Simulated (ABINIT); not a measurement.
### WS2 (Tungstenite): a self-consistent loop beyond G0W0, cycle by cycle

It takes space group P6_3/mmc (No. 194, hexagonal). The conventional cell has a = 3.153 Å, b = 3.153 Å, c = 12.323 Å, α = 90.00°, β = 90.00°, γ = 120.00°. Nearest to W lie 6 S at 2.40 Å. Nearest to S lie 3 W at 2.40 Å. Farther neighbours, and contacts between anions beyond the nearest, are not listed.

```xyz
6
Lattice="3.1532 0.0000 0.0000 -1.5766 2.7308 0.0000 0.0000 0.0000 12.3230" Properties=species:S:1:pos:R:3 pbc="T T T"
W     0.0000    1.8205    3.0808
W     1.5766    0.9103    9.2423
S     0.0000    1.8205    7.6711
S     1.5766    0.9103    1.5096
S     0.0000    1.8205   10.8134
S     1.5766    0.9103    4.6519
```

- method: RPA screening on PBE from quasiparticle energies, plane waves, norm-conserving pseudopotentials (and 5 further levels or steps)
- program: ABINIT 10.8.3
- settings: cutoff 31 Ha, PseudoDojo scalar-relativistic 0.4.1 standard, norm-conserving, ngkpt (6, 6, 1), nband 224, ecuteps 4.8 Ha, gwcalctyp 10, inclvkb 2, shiftk (0, 0, 0), symchi 1, awtr 1, frequency ppm, cycle 2, q points all but q = 0, 6×6×1 k-mesh
- cost: 12 runs, 45 min in all on 8 MPI ranks of Arm Neoverse V1, shared host
- notes: The program’s warnings: nproc spkpt=  >= nkpt= * nsppol=. The cell and positions come from the Crystallography Open Database and are kept as given unless a step says otherwise. Limits: no spin-orbit coupling. The first cycle of evGW0 takes the full correction, without the factor Z, so it overshoots the one-shot value. The 6×6×1 mesh is coarse for this cell, which bears on the long-range parts of exchange and screening.
- G0W0: 1.297 eV
- evGW0, cycle 1: 1.377 eV
- evGW0, cycle 2: 1.325 eV
- evGW0, cycle 3: 1.332 eV
- evGW, cycle 1: 1.394 eV
- evGW, cycle 2: 1.392 eV
- known limits: short of the basis limit; no spin-orbit coupling; coarse k mesh

Only the bands that the input lists are updated; the higher empty ones keep the functional's energies. The evGW loop starts from the last levels of evGW0, so its cycles and time come on top of those.

[Long decimals in the printed logs are rounded to 6 places.]

[Logs are printed without paths, hosts, clocks, repeated set-up lines and the standing remarks that a program may print on its own settings, such as how far it seeks lower states.]

[Paths, hosts, dates, memory and timing lines, banners, echoed tables and standing remarks are left out of the program output; an Ansatz launch command may be rebuilt from the run's recorded settings. Measured values are a selection of at most five: reports struck by readers or far from the other reports are left out. None is set beside runs whose start may be inverted or whose files or cutoffs have a known fault.]

[Runs of the session that timed out or met a known fault of the program may be left out.]

[Hosts, paths, dates, database ids (printed as entryN), source tags and the programs' standing remarks are cut or masked in the printed files.]

[G0W0 gaps are taken among the corrected bands and points alone; a level outside them can change the order at an edge.]

[Where Ansatz stands beside ABINIT at settings called matched, ABINIT's density can come from a denser mesh and the files from another edition; pairs whose starting gaps differed by over 0.03 eV were left out, so agreement reads better than it is.]
